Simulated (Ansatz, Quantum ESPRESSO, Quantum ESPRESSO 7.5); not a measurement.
# Work function of Ba(110), 5 layers, one monolayer of In on hollow sites

Wanted: work functions and the surface dipole of Ba(110), 5 layers, one monolayer of In on hollow sites at several levels, with their cost.

Main program and level: Quantum ESPRESSO 7.5; plane-wave DFT, PBE, GBRV ultrasoft pseudopotentials (geometry and cross-check by Ansatz 0.2.0 with PAW datasets; geometry under PBE).

### Step 1. The starting structure

The cell holds 6 atoms: 5 Ba and 1 In. Cell: a = 4.347 Å, b = 4.347 Å, c = 33.199 Å, α = 90.0°, β = 90.0°, γ = 70.5°. It derives from Ba. Vacuum lies along c.

### Step 2. Relaxation with Ansatz

A relaxation in Ansatz fixes the structure of this slab for the runs on it.

File input.yaml:

```yaml
crystal:
  lattice:
    - [3.5496760416, -2.51, 0.0]
    - [3.5496760416, 2.51, 0.0]
    - [0.0, 0.0, 33.1987041662]
  atoms:
    - { symbol: Ba, position: [0.0, 0.0, 0.2500097582] }
    - { symbol: Ba, position: [0.5, 0.5, 0.3569318845] }
    - { symbol: Ba, position: [0.0, 0.0, 0.4638540109] }
    - { symbol: Ba, position: [0.5, 0.5, 0.5707761372] }
    - { symbol: Ba, position: [0.0, 0.0, 0.6776982636] }
    - { symbol: In, position: [0.34, 0.34, 0.7569277716] }
kpoints:
  mp_grid: { grid: [8, 8, 1] }
hamiltonian:
  xc: pbe
scf:
  occupations: { method: fermi_dirac, width: 0.1 }
  convergence: { dr2_threshold: 1.0e-08 }
efield:
  axis: 3
  dipole_correction: true
  ramp_position: 0.97
  ramp_width: 0.04
relax:
  f_tol: 0.01
  constraints: [{ sites: [0, 1, 2] }]
output:
  write_potential: true
  write_density: true
  volumetric_format: npy
```

Command:

```bash
$ ansatz run input.yaml --threads 4 --pin off --max-ram 8192MiB --backend cpu --events-out ev --progress --plain --runs-dir out
```

Numbers of over 12 decimals in the logs are rounded to 6 here.

Log:

```text
Engine: ansatz 0.2.0, aarch64-unknown-linux-gnu
Pseudopotentials: kind: paw
Pseudopotential: Ba, paw, valence charge 10, recommended cutoff 420 eV (normal), Ba.paw.azcp
Pseudopotential: In, paw, valence charge 13, recommended cutoff 420 eV (normal), In.paw.azcp
Functional definition: PBE
  parameter kappa = 0.804
  parameter beta = 0.066725
  exchange = pbe_x(kappa = kappa, mu = beta*pi^2/3)
  correlation = pbe_c(beta = beta)
Crystal: 6 atoms, lattice volume = 591.580 Å³
Basis set: ecut = 420 eV, 11577 PW (Γ), exchange–correlation on 60×60×450 points (8 copies of the dense FFT grid, shifted against one another)
Bands: 38, of which v1, the nominal top of the filled ones, is band 32 counted from 1 (31 counted from 0)
Symmetry: 2 space group operations
Space group: Cm (ITA 8), of the structure as read, at distance tolerance 8.4e-5 Å
k-points: 21 of 64 (time reversal used)
Non-local potential: Ba, projectors of the file, l = 0: 3, l = 1: 2, l = 2: 2, l = 3: 2
Non-local potential: In, projectors of the file, l = 0: 2, l = 1: 2, l = 2: 2, l = 3: 2
PAW form: soft (Blöchl's): semilocal exchange-correlation on the pseudo side does not see the compensation charge
PAW one-centre angular grid: Ba, 194 points (default); XC on 64 Gauss nodes
PAW one-centre angular grid: In, 590 points (default); XC on 64 Gauss nodes
Initial density: superposition of atomic densities (neutral atoms: chi_scale 0, normalization atom), corrected by the library's trained network
Initial wavefunctions: pseudopotential atomic-orbital guess
Functional: x = pbe(κ = 0.804, μ = 0.219515), c = pbe(β = 0.066725)
SCF iter   1: F=—  HF=-35344.711417 eV  |F-HF|=—  |Δ(HF+E_count)|=         —  Δρ=2.78e-3  dr2=5.81e0  ethr=1.77e-3  p=-0.056 e·Å  D=-1.73e-2 V/Å  ΔV_dip=0.57 eV  dr2_dipole=5.53e0  V_vac-E_F(+/−)=3.28/2.70 eV  ⟨swp⟩=16.0  Hψ=12194  notcnv=0
efield: sawtooth ramp at fractional position 0.9700 (set: `efield.ramp_position`, or a place that a band, a saddle search or an elastic batch's reference lends), width 0.0400; the density the first Hamiltonian is built on has a dipole p = -0.056 e·Å; the dipole correction subtracts the counter field D = -1.73e-2 V/Å, which shifts the + side's vacuum level by +0.57 eV against the − side's; the planar-averaged density in the ramp window peaks in size at 7.9e-5 e/Å³
automatic band count: the SCF goes on with 44 bands, as 38 were too few: the levels above may hold too much charge
preconditioner: auto → LDOS  [metal: Δε(μ)=0.008 eV  Ē_g=2.339 eV  σ=0.100 eV  W_gap=0.02  n_scr=76 (ndim 8)  ℏωp=5.5 eV  f_vac=0.357  D(μ)=8.79/eV (n_scr^D=44)  β→1.0]
SCF iter   2: F=—  HF=-35344.649070 eV  |F-HF|=—  |Δ(HF+E_count)|=   6.23e-2  Δρ=8.43e-4  dr2=2.40e-2  ethr=1.77e-3  p=-0.119 e·Å  D=-3.65e-2 V/Å  ΔV_dip=1.21 eV  dr2_dipole=9.07e-3  V_vac-E_F(+/−)=3.69/2.47 eV  ⟨swp⟩=1.1  Hψ=1094  notcnv=0
SCF iter   3: F=—  HF=-35344.649385 eV  |F-HF|=—  |Δ(HF+E_count)|=   3.16e-4  Δρ=5.24e-4  dr2=2.94e-3  ethr=3.80e-5  p=-0.123 e·Å  D=-3.75e-2 V/Å  ΔV_dip=1.24 eV  dr2_dipole=6.87e-6  V_vac-E_F(+/−)=3.71/2.46 eV  ⟨swp⟩=2.1  Hψ=1474  notcnv=0
SCF iter   4: F=—  HF=-35344.648733 eV  |F-HF|=—  |Δ(HF+E_count)|=   6.53e-4  Δρ=1.46e-4  dr2=2.82e-4  ethr=4.67e-6  p=-0.124 e·Å  D=-3.80e-2 V/Å  ΔV_dip=1.26 eV  dr2_dipole=2.67e-5  V_vac-E_F(+/−)=3.72/2.46 eV  ⟨swp⟩=2.0  Hψ=1479  notcnv=0
SCF iter   5: F=—  HF=-35344.648750 eV  |F-HF|=—  |Δ(HF+E_count)|=   1.71e-5  Δρ=4.63e-5  dr2=8.10e-5  ethr=4.47e-7  p=-0.126 e·Å  D=-3.86e-2 V/Å  ΔV_dip=1.28 eV  dr2_dipole=1.23e-5  V_vac-E_F(+/−)=3.73/2.45 eV  ⟨swp⟩=2.0  Hψ=1573  notcnv=0
SCF iter   6: F=—  HF=-35344.648761 eV  |F-HF|=—  |Δ(HF+E_count)|=   1.10e-5  Δρ=1.24e-5  dr2=4.07e-6  ethr=1.29e-7  p=-0.127 e·Å  D=-3.89e-2 V/Å  ΔV_dip=1.29 eV  dr2_dipole=2.28e-7  V_vac-E_F(+/−)=3.73/2.44 eV  ⟨swp⟩=2.3  Hψ=1383  notcnv=0
SCF iter   7: F=—  HF=-35344.648643 eV  |F-HF|=—  |Δ(HF+E_count)|=   1.18e-4  Δρ=4.35e-6  dr2=3.11e-7  ethr=6.46e-9  p=-0.128 e·Å  D=-3.91e-2 V/Å  ΔV_dip=1.30 eV  dr2_dipole=4.85e-9  V_vac-E_F(+/−)=3.74/2.44 eV  ⟨swp⟩=2.1  Hψ=1503  notcnv=0
SCF iter   8: F=—  HF=-35344.648643 eV  |F-HF|=—  |Δ(HF+E_count)|=   8.46e-8  Δρ=2.37e-6  dr2=9.10e-8  ethr=4.94e-10  p=-0.128 e·Å  D=-3.91e-2 V/Å  ΔV_dip=1.30 eV  dr2_dipole=3.88e-8  V_vac-E_F(+/−)=3.74/2.44 eV  ⟨swp⟩=2.0  Hψ=1582  notcnv=0
SCF iter   9: F=-35344.648643 eV  HF=-35344.648643 eV  |F-HF|=3.87e-9  |Δ(HF+E_count)|=  1.46e-11  Δρ=7.82e-7  dr2=6.04e-9  ethr=1.59e-11  p=-0.128 e·Å  D=-3.91e-2 V/Å  ΔV_dip=1.30 eV  dr2_dipole=6.34e-10  V_vac-E_F(+/−)=3.74/2.44 eV  ⟨swp⟩=8.7  Hψ=6814  notcnv=0
SCF 1 converged in 9 iterations: F = -35344.648643 eV  dr2 = 6.04e-9
  greatest PAW one-centre occupation: 0.982 electrons in one spin orbital (limit 2), on the In atom at site 5 (counted from 0), in its partial waves of l = 2
relax step   1: F+E_penalty+E_count = -35344.64864328 eV  Δ(F+E_penalty+E_count) = +0.000e0 eV  max|allowed force component| = 1.882e-1 eV/Å  Δτ_max = 0.0000 Å  (9 SCF iters, accepted)
Bands: 44, of which v1, the nominal top of the filled ones, is band 32 counted from 1 (31 counted from 0)
Initial density: handed on by an earlier stage of this run
Initial wavefunctions: those handed on with the density
iter 1 solved again at ethr=3.82e-5 eV; its pass at ethr=3.10e-3 eV (dr2=2.41e-2 eV) is discarded
SCF iter   1: F=—  HF=-35344.670700 eV  |F-HF|=—  |Δ(HF+E_count)|=         —  Δρ=4.80e-4  dr2=3.74e-2  ethr=3.82e-5  p=-0.128 e·Å  D=-3.91e-2 V/Å  ΔV_dip=1.30 eV  dr2_dipole=2.40e-2  V_vac-E_F(+/−)=3.74/2.44 eV  ⟨swp⟩=1.9  Hψ=3056  notcnv=0
efield: sawtooth ramp at fractional position 0.9700 (set: `efield.ramp_position`, or a place that a band, a saddle search or an elastic batch's reference lends), width 0.0400; the density the first Hamiltonian is built on has a dipole p = -0.128 e·Å; the dipole correction subtracts the counter field D = -3.91e-2 V/Å, which shifts the + side's vacuum level by +1.30 eV against the − side's; the planar-averaged density in the ramp window peaks in size at 2.0e-6 e/Å³
eigensolver tolerance schedule calibrated: the retry pair's looser diagonalisation under-reported the residual by θ = 0.36 (0.19/decade); ethr = c·dr2/N_el runs at the constant in force after the calibration composes with the one it found (an armed cap, an earlier calibration), c = 2.9e-2
preconditioner: auto → LDOS  [metal: Δε(μ)=0.005 eV  Ē_g=2.334 eV  σ=0.100 eV  W_gap=0.01  n_scr=76 (ndim 8)  ℏωp=5.5 eV  f_vac=0.360  D(μ)=8.70/eV (n_scr^D=36)  β→1.0]
[...]
SCF iter   8: F=—  HF=-35344.695497 eV  |F-HF|=—  |Δ(HF+E_count)|=   1.71e-8  Δρ=1.12e-6  dr2=1.95e-8  ethr=2.69e-10  p=-0.134 e·Å  D=-4.11e-2 V/Å  ΔV_dip=1.37 eV  dr2_dipole=8.98e-10  V_vac-E_F(+/−)=3.80/2.44 eV  ⟨swp⟩=2.0  Hψ=1543  notcnv=0
SCF iter   9: F=-35344.695497 eV  HF=-35344.695497 eV  |F-HF|=8.47e-9  |Δ(HF+E_count)|=   5.40e-9  Δρ=6.34e-7  dr2=8.16e-9  ethr=1.59e-11  p=-0.134 e·Å  D=-4.11e-2 V/Å  ΔV_dip=1.37 eV  dr2_dipole=2.66e-9  V_vac-E_F(+/−)=3.80/2.44 eV  ⟨swp⟩=9.5  Hψ=5971  notcnv=0
SCF 3 converged in 9 iterations: F = -35344.695497 eV  dr2 = 8.16e-9
relax step   3: F+E_penalty+E_count = -35344.69549662 eV  Δ(F+E_penalty+E_count) = -2.602e-2 eV  max|allowed force component| = 5.013e-2 eV/Å  Δτ_max = 0.1940 Å  (9 SCF iters, accepted)
[...]
relax step   4: F+E_penalty+E_count = -35344.69781707 eV  Δ(F+E_penalty+E_count) = -2.320e-3 eV  max|allowed force component| = 2.006e-2 eV/Å  Δτ_max = 0.1087 Å  (8 SCF iters, accepted)
[...]
relax step   5: F+E_penalty+E_count = -35344.69826732 eV  Δ(F+E_penalty+E_count) = -4.502e-4 eV  max|allowed force component| = 9.828e-3 eV/Å  Δτ_max = 0.0232 Å  (7 SCF iters, accepted)
[...]
relax step   6: F+E_penalty+E_count = -35344.69859510 eV  Δ(F+E_penalty+E_count) = -3.278e-4 eV  max|allowed force component| = 4.431e-3 eV/Å  Δτ_max = 0.0474 Å  (8 SCF iters, accepted)
[...]
relax step   7: F+E_penalty+E_count = -35344.69889648 eV  Δ(F+E_penalty+E_count) = -3.014e-4 eV  max|allowed force component| = 7.061e-3 eV/Å  Δτ_max = 0.0671 Å  (8 SCF iters, accepted)
SCF iter   1: F=—  HF=-35344.699239 eV  |F-HF|=—  |Δ(HF+E_count)|=         —  Δρ=4.93e-4  dr2=1.86e-3  ethr=3.76e-5  p=-0.133 e·Å  D=-4.08e-2 V/Å  ΔV_dip=1.36 eV  dr2_dipole=1.57e-4  V_vac-E_F(+/−)=3.79/2.44 eV  ⟨swp⟩=6.5  Hψ=3155  notcnv=0
efield: sawtooth ramp at fractional position 0.9700 (set: `efield.ramp_position`, or a place that a band, a saddle search or an elastic batch's reference lends), width 0.0400; the density the first Hamiltonian is built on has a dipole p = -0.133 e·Å; the dipole correction subtracts the counter field D = -4.08e-2 V/Å, which shifts the + side's vacuum level by +1.36 eV against the − side's; the planar-averaged density in the ramp window peaks in size at 2.0e-6 e/Å³
preconditioner: auto → LDOS  [metal: Δε(μ)=0.031 eV  Ē_g=2.336 eV  σ=0.100 eV  W_gap=0.08  n_scr=76 (ndim 8)  ℏωp=5.5 eV  f_vac=0.365  D(μ)=8.68/eV (n_scr^D=36)  β→1.0]
SCF iter   2: F=—  HF=-35344.699188 eV  |F-HF|=—  |Δ(HF+E_count)|=   5.11e-5  Δρ=1.82e-4  dr2=2.97e-4  ethr=2.95e-6  p=-0.134 e·Å  D=-4.09e-2 V/Å  ΔV_dip=1.36 eV  dr2_dipole=5.80e-8  V_vac-E_F(+/−)=3.79/2.44 eV  ⟨swp⟩=2.0  Hψ=1642  notcnv=0
SCF iter   3: F=—  HF=-35344.699180 eV  |F-HF|=—  |Δ(HF+E_count)|=   7.96e-6  Δρ=8.93e-5  dr2=6.31e-5  ethr=4.71e-7  p=-0.133 e·Å  D=-4.08e-2 V/Å  ΔV_dip=1.36 eV  dr2_dipole=1.53e-8  V_vac-E_F(+/−)=3.79/2.44 eV  ⟨swp⟩=2.0  Hψ=1476  notcnv=0
SCF iter   4: F=—  HF=-35344.699175 eV  |F-HF|=—  |Δ(HF+E_count)|=   5.10e-6  Δρ=2.33e-5  dr2=5.12e-6  ethr=1.00e-7  p=-0.133 e·Å  D=-4.08e-2 V/Å  ΔV_dip=1.36 eV  dr2_dipole=2.02e-7  V_vac-E_F(+/−)=3.79/2.44 eV  ⟨swp⟩=2.0  Hψ=1448  notcnv=0
SCF iter   5: F=—  HF=-35344.699071 eV  |F-HF|=—  |Δ(HF+E_count)|=   1.04e-4  Δρ=9.23e-6  dr2=9.30e-7  ethr=8.12e-9  p=-0.133 e·Å  D=-4.08e-2 V/Å  ΔV_dip=1.36 eV  dr2_dipole=3.15e-9  V_vac-E_F(+/−)=3.79/2.44 eV  ⟨swp⟩=2.1  Hψ=1624  notcnv=0
SCF iter   6: F=—  HF=-35344.699071 eV  |F-HF|=—  |Δ(HF+E_count)|=  5.89e-10  Δρ=1.60e-6  dr2=4.40e-8  ethr=1.48e-9  p=-0.133 e·Å  D=-4.08e-2 V/Å  ΔV_dip=1.36 eV  dr2_dipole=5.34e-9  V_vac-E_F(+/−)=3.79/2.44 eV  ⟨swp⟩=2.0  Hψ=1498  notcnv=0
SCF iter   7: F=-35344.699071 eV  HF=-35344.699071 eV  |F-HF|=2.34e-9  |Δ(HF+E_count)|=   1.02e-8  Δρ=6.36e-7  dr2=5.85e-9  ethr=1.59e-11  p=-0.133 e·Å  D=-4.08e-2 V/Å  ΔV_dip=1.36 eV  dr2_dipole=6.86e-11  V_vac-E_F(+/−)=3.79/2.44 eV  ⟨swp⟩=10.2  Hψ=6534  notcnv=0
SCF 8 converged in 7 iterations: F = -35344.699071 eV  dr2 = 5.85e-9
relax step   8: F+E_penalty+E_count = -35344.69907103 eV  Δ(F+E_penalty+E_count) = -1.745e-4 eV  max|allowed force component| = 7.889e-3 eV/Å  Δτ_max = 0.0821 Å  (7 SCF iters, accepted)
NSCF: frozen V_eff on 21 k-points
the band table was solved once a step of the walk had ended and its energy, with any forces and stress, was formed, with the checks that follow a solve (4577 applications of the Hamiltonian). They found nothing against the state; the energy, forces and stress were not computed again (output.eigenvalues in the input reference)
WARN: The output density's exchange-correlation potential varies sharply where the density is thin. Do not read a vacuum level from v_tot or v_xc, or from such a field of the output density. On a cell that repeats whose density bears no net charge and no dipole along the vacuum's axis use v_es (v_loc + v_h of the components); under efield.dipole_correction with no amplitude use v_es + v_field, which holds any externa [...]
SCF converged after 7 iterations
Free energy (F): -35344.699071 eV
Harris-Foulkes:  -35344.699071 eV  (|F-HF|=2.34e-9)
Internal energy: -35344.405996 eV  (E = F + TS)
E sigma→0 (E₀):  -35344.552534 eV
Entropy (-TS):   -0.293075 eV (-48.846 meV/atom)
Fermi energy:    2.293752 eV
Dipole field:    D = -0.040822 V/Å  (p = -0.133459 e·Å, saw-weighted, corrected)
Work function:   Φ+ = 3.7928 eV   Φ− = 2.4375 eV
Levels:          The Fermi level and band energies are counted from a zero that moves with the ramp; work functions are not
--- Per-component energies (eV) ---
  E_band       = -731.942563
  E_kinetic    = 1070.931443
  E_local      = -20115.899039  (includes V_loc(G=0)·N_el)
  E_nonlocal   = 651.003400
  E_hartree    = 9450.213016
  E_xc         = -1046.941426
  E_vxc        = -765.478995  (∫ρ·V_xc dr)
  E_paw        = -30279.969562  (= ΣΔE_a)
  E_vpaw       = -475.758232  (= ΣTr[D̂ρ^β])
  E_aug_tail   = 0.000017  (compensation charges beyond the density's cutoff)
  E_efield     = 0.002724  (sawtooth field / dipole correction)
  E_vefield    = 2.828012  (∫n·V_field dr)
  E_ewald      = 4926.253431
  E_smearing   = -0.293075  (= −TS)
  E_closure    = -0.000000  (closes the sum)
  Σ components = -35344.699071   (vs F -35344.699071, Δ=0.00e0)
--- Forces (eV/Å), atoms counted from 1 ---
  atom   1  Ba     0.00020625     0.00000000     0.05713470
  atom   2  Ba    -0.00019502     0.00000000    -0.06800356
  atom   3  Ba    -0.00271615     0.00000000     0.01210911
  atom   4  Ba     0.00235722     0.00000000    -0.00788856
  atom   5  Ba    -0.00159354     0.00000000     0.00321976
  atom   6  In     0.00194345     0.00000000     0.00343963
  max |Σ_I F_I| component: 1.11e-5 eV/Å
--- Band table (eV; the first three rows and the last of 21) ---
  k-point 0: bands = [... 28 lower, 0.5832, 1.0359, 1.2923, 2.7215, 2.9873, 3.0831, 3.1026, 3.2961, ... 8 higher]
  k-point 1: bands = [... 28 lower, 0.7676, 1.2311, 1.5006, 2.7448, 2.8057, 2.9877, 3.0766, 3.2058, ... 8 higher]
  k-point 2: bands = [... 28 lower, 1.1786, 1.6589, 1.9680, 2.2912, 2.7134, 2.8648, 2.8886, 3.0562, ... 8 higher]
  k-point 20: bands = [... 28 lower, 1.7707, 1.8336, 1.8720, 1.9347, 2.0782, 2.2162, 2.6334, 2.6401, ... 8 higher]
--- Relaxed structure (8 steps of the walk, 8 accepted, 0 SCFs on fresh bases) ---
  F+E_penalty+E_count = -35344.69907103 eV   max|allowed force component| = 7.889e-3 eV/Å
  atoms:
    - { symbol: Ba, position: [0.0, 0.0, 0.2500097582] }
    - { symbol: Ba, position: [0.5, 0.5, 0.356932] }
    - { symbol: Ba, position: [0.0, 0.0, 0.463854] }
    - { symbol: Ba, position: [0.492663, 0.492663, 0.570472] }
    - { symbol: Ba, position: [0.017879, 0.017879, 0.678626] }
    - { symbol: In, position: [0.411704, 0.411704, 0.750290] }
```

Elapsed: 91 s, on 4 threads of Arm Neoverse V2, shared host; peak memory 1.1 GiB; 5.9 min of CPU time.

Relaxation path:

```
step  energy less that of the first step (eV)  largest force component (eV/Å)
   1                                   0.0000                          0.1882
   2                                  -0.0208                          0.1468
   3                                  -0.0469                          0.0501
   4                                  -0.0492                          0.0201
   5                                  -0.0496                          0.0098
   6                                  -0.0500                          0.0044
   7                                  -0.0503                          0.0071
   8                                  -0.0504                          0.0079
```

Forces are held to the 2 operations that the run works with; a distortion that breaks them can't arise in this run.

The atoms that moved most (Å):

```
atom      dx     dy      dz  length
 In6   0.509  0.000  -0.220   0.555
 Ba5   0.127  0.000   0.031   0.131
 Ba4  -0.052  0.000  -0.010   0.053
```

The relaxation lowers the energy by 8 meV an atom. Held were the atoms numbered 1, 2 and 3; the forces quoted are those on the free ones.

This step gave:

- free energy: -35344.6991 eV
- energy at zero smearing: -35344.5525 eV
- smearing term TS: 0.2931 eV
- Fermi energy: 2.294 eV
- symmetry operations: 2
- work function of the upper face: 3.793 eV
- work function of the lower face: 2.438 eV
- dipole along the normal: -0.1335 e·Å

[end of part 1 of 8]

[Logs are printed without paths, hosts, clocks, repeated set-up lines and the standing remarks that a program may print on its own settings, such as how far it seeks lower states.]

[Hosts, paths, dates, database ids (printed as entryN), source tags and the programs' standing remarks are cut or masked in the printed files.]

[Maps of the electrostatic potential energy from Ansatz leave out the sawtooth potential of an applied field or a dipole correction, so their vacuum need not be flat; planar profiles and work functions include it.]
